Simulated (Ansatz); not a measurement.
# TaN(211) slab (56 atoms): surface energy

What is the surface energy of this cell, counted against the bulk crystal, and how far does it hang on functional and mesh?

Calculated with Ansatz 0.2.0: Kohn-Sham DFT, PBE, PAW (set soft_2), plane waves; cutoff 420 eV, fermi-dirac smearing of 0.1 eV.

**The cells**

The cell holds 56 atoms: 28 Ta and 28 N. Cell: a = 6.251 Å, b = 8.269 Å, c = 26.729 Å, α = 90.0°, β = 90.0°, γ = 112.2°. It derives from TaN. The starting structure: Slab of TaN cut on (2 1 1), 11.7 Å thick, 2 x 1 surface cells, both faces free, 15 Å of vacuum; not relaxed. Lattice constants are starting values near those of PBE. Vacuum lies along c.

The bulk reference is Ta4N4 in a cell of 8 atoms, 10.794 Å³ an atom.

The input of the single point on the relaxed cell:

```yaml
crystal:
  lattice:
    - [6.25082, 0.0, 0.0]
    - [-3.12541, 7.65566, 0.0]
    - [0.0, 0.0, 26.72897]
  atoms:
    - { symbol: Ta, position: [0.25634, 0.01331, 0.29139] }
    - { symbol: "N", position: [0.01663, 0.53342, 0.28576] }
    - { symbol: Ta, position: [0.33583, 0.67135, 0.30814] }
    - { symbol: "N", position: [0.09685, 0.19421, 0.30429] }
    [... 50 atom lines left out ...]
    - { symbol: Ta, position: [0.82699, 0.65335, 0.70861] }
    - { symbol: "N", position: [0.5667, 0.13325, 0.71424] }
kpoints:
  mp_grid: { grid: [6, 5, 1] }
hamiltonian:
  xc: pbe
scf:
  occupations: { method: fermi_dirac, width: 0.1 }
output:
  forces: true
  populations: true
  dos:
    method: { smearing: { sigma: 0.08 } }
    de: 0.1
    projected: { site_lists: { "N": ["N"], Ta: [Ta] } }
  eigenvalues: true
  write_density: true
  write_potential: true
  volumetric_format: npy
```

| cell | formula | k-mesh | relaxation steps | gain on relaxing (eV) | free energy, PBE (eV) | time of its runs on this page |
| --- | --- | --- | --- | --- | --- | --- |
| TaN(211) slab | Ta28N28 | 6×5×1 (relaxed on 4×3×1) | 9 | 8.24 | -288895.304 | 51 s |
| bulk TaN | Ta4N4 | 12×12×12 | 1 | - | -41271.719 | 13 s |

**Surface energy**

The excess is the cell's free energy less 7 times that of the bulk cell. It is divided by twice the area, as the cell holds two faces, so the value is their mean, and they need not be alike (47.85 Å²), with 1 eV/Å² = 16.022 J/m².

```
           level  k-mesh  excess (eV)  surface energy (J/m²)  per area (meV/Å²)
             PBE   6×5×1        6.731                  1.127               70.3
PBE, denser mesh   8×6×1        6.727                  1.126               70.3
```

Worked for the first row at PBE: (-288895.304) − 7 × (-41271.719) = 6.731 eV (from unrounded energies).

Then 6.731 / (2 × 47.85) × 16.022 = 1.127 J/m².

**Neighbours**

Bonds by pair of elements; cutoffs follow the first minimum of g(r), held within bounds set by covalent radii, and pairs that aren't listed don't count as bonded:

| pair A-B | cutoff (Å) | bonds | mean length (Å) | spread (Å) | shortest (Å) | B about A | A about B |
| --- | --- | --- | --- | --- | --- | --- | --- |
| N-Ta | 2.82 | 152 | 2.21 | 0.087 | 1.98 | 5.43 | 5.43 |

How many atoms have how many bonded neighbours:

| element | mean | 3 | 5 | 6 |
| --- | --- | --- | --- | --- |
| N | 5.43 | 4 | 4 | 20 |
| Ta | 5.43 | 4 | 4 | 20 |

**Findings**

At PBE the surface energy is 1.13 J/m². The denser mesh leaves it within 0.01 J/m². Relaxing the atoms lowered it by 1.379 J/m² from the start (on the 4×3×1 mesh of the relaxation), and the farthest atom moved 0.34 Å. By these cutoffs 8 of 28 N atoms differ from the commonest count of 6 and 8 of 28 Ta atoms differ from the commonest count of 6.

Limits: The cell edges were held, so the lattice is the typed one for every functional. Cell and bulk are sampled on unlike meshes, and the error grows with the number of atoms subtracted. These are free energies under a smearing of 0.1 eV, whose entropy term isn't removed. Spin–orbit coupling is left out, which matters for the levels of the heavy elements. In some runs the program notes that positions were snapped to a detected symmetry and the exchange-correlation potential is rough where the density is thin.

[Logs are printed without paths, hosts, clocks, repeated set-up lines and the standing remarks that a program may print on its own settings, such as how far it seeks lower states.]

[Hosts, paths, dates, database ids (printed as entryN), source tags and the programs' standing remarks are cut or masked in the printed files.]
